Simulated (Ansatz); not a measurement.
# AlN (F-43m):Y_Al, thermodynamic levels from a 54-atom cell, part 2 of 2

Wanted: the transition levels of a substitutional impurity in AlN (F-43m), from a cell of 54 host atoms with 1 Al taken out and 1 Y put in.

Ansatz; place-levels on r2SCAN runs: charge-transition levels and formation energies with image-charge correction and potential alignment at the atomic sites; PAW set soft_1.

So far: Set-up; What was run first; place-levels, r2SCAN.

## 3. place-levels, r2SCAN (continued)

Levels between the charges placed, in eV above the valence top:

|  | gap (eV) | (+1/0) | (0/−1) |
| --- | --- | --- | --- |
| r2SCAN | 3.92 | 0.13 | 4.58 |

Corrections by state:

| charge | moment (μB) | image terms and alignment (eV) | band filling (eV) | ε used | over the lowest of its charge, as the program ranks them, band filling apart (eV) |
| --- | --- | --- | --- | --- | --- |
| +1 | 1.0 | 0.628 | - | 8.51 | 0.000 |
| 0 | 0.0 | 0.000 | - | - | 0.000 |
| −1 | 1.0 | -0.168 | -0.044 | 8.51 | 0.000 |

The charged structures listed were also run neutral, and place-levels reads from each pair, by the potential or the spins, how wide the charge is by which they differ; that can be the carrier of either run.

| charge | rms radius (Å) | spread where it is widest against the cell (Å) | wide from (Å) | reading |
| --- | --- | --- | --- | --- |
| +1 | 2.1 | 1.91 | 1.31 | wide |
| −1 | 2.4 | 1.53 | 1.31 | wide |

The neutral runs of these pairs need not share the spin of the lowest neutral state, and very wide values only mean spread over the cell.

From the program's caveats on the states, each cut to its opening words:

- charge +1 (1 μB): it parts from the run at its places by a charge that spreads by about 1.9 Å along one vector (1.3 Å or more is wide), by its potential at epsilon 4.64, taken [...]
- charge +1 (1 μB), −1 (1 μB): flagged: stability check not made
- charge 0: its alignment with the host at atomic sites is doubtful: the mean over the far sites moves by +0.2223 eV from their farther parts to their nearer, more than [...]
- charge −1 (1 μB): it parts from the run at its places by a charge that spreads by about 1.5 Å along one vector (1.3 Å or more is wide), by its potential at epsilon 4.64, taken [...]
- charge −1 (1 μB): a band-filling correction moves a carrier to the host's band edge, which changes its energy by -0.044 eV
- charge −1 (1 μB): its alignment with the host at atomic sites is doubtful: the mean over the far sites moves by +0.2561 eV from their farther parts to their nearer, more than [...]
- charge −1 (1 μB): the host's ions (past the first shell or, of a walk that freed a part, those that it held) aren't shown at rest: they stand up to 0.072 Å off their sites, 1.13 [...]

The host's formation energy from the elements is -1.603 eV per atom; it sets how far the chemical potentials can move.

Limit set by the element alone; other compounds of these elements are not counted. Chemical potentials from the elements' reference states: Al 0.00 eV, N -3.21 eV, Y 0.00 eV. Formation energy by charge state (Al-rich; gap 3.92 eV):

| charge | at valence top (eV) | at conduction bottom (eV) | correction included (eV) |
| --- | --- | --- | --- |
| +1 | 1.97 | 5.89 | 0.63 |
| 0 | 2.10 | 2.10 | 0.00 |
| −1 | 6.67 | 2.76 | -0.21 |

(Fermi level (eV), lowest formation energy (eV)): (0.00, 1.97), (0.36, 2.10), (0.71, 2.10), (1.07, 2.10), (1.42, 2.10), (1.78, 2.10), (2.14, 2.10), (2.49, 2.10), (2.85, 2.10), (3.21, 2.10), (3.56, 2.10), (3.92, 2.10)

Limit set by the element alone; other compounds of these elements are not counted. Chemical potentials from the elements' reference states: N 0.00 eV, Al -3.21 eV, Y 0.00 eV. Formation energies (N-rich), with the Fermi level at the valence top and at the conduction bottom (gap 3.92 eV):

| charge | at valence top (eV) | at conduction bottom (eV) | correction included (eV) |
| --- | --- | --- | --- |
| +1 | -1.24 | 2.68 | 0.63 |
| 0 | -1.11 | -1.11 | 0.00 |
| −1 | 3.47 | -0.45 | -0.21 |

(Fermi level (eV), lowest formation energy (eV)): (0.00, -1.24), (0.36, -1.11), (0.71, -1.11), (1.07, -1.11), (1.42, -1.11), (1.78, -1.11), (2.14, -1.11), (2.49, -1.11), (2.85, -1.11), (3.21, -1.11), (3.56, -1.11), (3.92, -1.11)

## 4. The same at the relaxations' own k-points

The relaxations' own energies give the levels at their sampling, for comparison.

Contents of levels.relax_mesh.yaml:

```yaml
host:
  run: host.relax.run
states: [qm1_M1.relax.run, q0.relax.run, qp1_M1.relax.run]
chemical_potentials:
  Al:
    energy: -540.418346
    dataset: <sha256 of the dataset>
  "Y":
    energy: -3859.72699
    dataset: "<sha256 of the dataset>"
```

The run is started by

```console
$ ansatz place-levels levels.relax_mesh.yaml -- --threads 4 --pin off --max-ram 7536MiB
```

What it wrote:

```text
(+1/0) 0.138 eV above the valence edge, 3.732 eV under the conduction edge
[...]
formation energy of charge +1: +1.616 eV with the Fermi level at the valence edge
formation energy of charge 0: +1.754 eV with the Fermi level at the valence edge
formation energy of charge -1: +6.207 eV with the Fermi level at the valence edge
  edges by r2scan, gap 3.870 eV; the host is sampled to repeats of 9.27 Å
[... the lines on each state left out ...]
```

Elapsed: 0.11 s, on 4 threads of Arm Neoverse V1, shared host.

Levels between neighbouring charges, in eV above the valence top:

|  | gap (eV) | (+1/0) | (0/−1) |
| --- | --- | --- | --- |
| one point at (¼, ¼, ¼) | 3.87 | 0.14 | 4.45 |
| a 2×2×2 shifted mesh | 3.92 | 0.13 | 4.58 |

Going from one point at (¼, ¼, ¼) to a 2×2×2 shifted mesh moves the levels that carry no band-filling term by up to 0.01 eV and formation energies against the elements by up to 0.47 eV; band-filling terms, which differ between samplings, are in these energies.

## 5. Outcome

```yaml
gap_of_the_host: 3.92 eV (r2SCAN)
level_plus_1_over_0: 0.13 eV above the valence top
level_0_minus_1: 4.58 eV above the valence top, past the conduction bottom (4.62 eV above the valence top without the band-filling term)
lowest_of_the_charges_placed_just_above_the_valence_top_0p02_ev: +1
lowest_of_the_charges_placed_just_below_the_conduction_bottom_0p02_ev: 0
lowest_formation_energy_at_mid_gap_of_the_charges_run_al_rich: 2.10 eV
lowest_formation_energy_at_mid_gap_of_the_charges_run_n_rich: -1.11 eV
```

What this shows: Of the charges placed (−1, 0 and +1), the lowest changes at 0.13 eV (+1/0) above the valence top, in a gap of 3.92 eV. (+1/0) lies nearer to a band edge than the share of the finite-size correction in it (0.63 eV), and that correction holds for a localised charge alone. (+1/0) lies 0.13 eV from a band edge, less than the doubt on such levels. Charges above +1 were not placed, so these runs say nothing of levels that involve them. States placed: +1 at 1 μB; 0 at 0 μB; −1 at 1 μB. Other spin states or structures, where not listed, weren't placed. The program finds carriers beyond a band edge of the host and adds a band-filling term at charge −1 (-0.04 eV); steps to such a charge show no bound level, and a defect level inside a band would be read the same way. Y is taken at its element; compounds, which aren't counted here, bound the chemical potentials and would shift these formation energies. The lowest formation energy (N-rich) is negative across the gap, so the defect would form by itself: these chemical potentials lie beyond what competing compounds allow, or the host is unstable against it. Going from one point at (¼, ¼, ¼) to a 2×2×2 shifted mesh moves the levels that carry no band-filling term by up to 0.01 eV and formation energies against the elements by up to 0.47 eV; band-filling terms, which differ between samplings, are in these energies. The program doubts the alignment of potentials for at least one state, a sign that the cell is small. Limits: r2SCAN makes the gap too small and tends to spread out bound carriers; where a gas molecule sets a chemical potential or the host's formation energy, its binding is uncorrected; force components of up to 0.38 eV/Å remain in a run at the final settings.

[Logs are printed without paths, hosts, clocks, repeated set-up lines and the standing remarks that a program may print on its own settings, such as how far it seeks lower states.]

[Hosts, paths, dates, database ids (printed as entryN), source tags and the programs' standing remarks are cut or masked in the printed files.]

[Where a table of states has a column of steps, it counts the stored structures, which are thinned; the runs took as many ionic steps or more.]

[A defect's name tells the site on which it was built; relaxed atoms can leave that site.]

[For some hosts the program warned that the k-mesh of the response run may be too coarse for force constants and the static dielectric constant; such warnings are not shown here.]
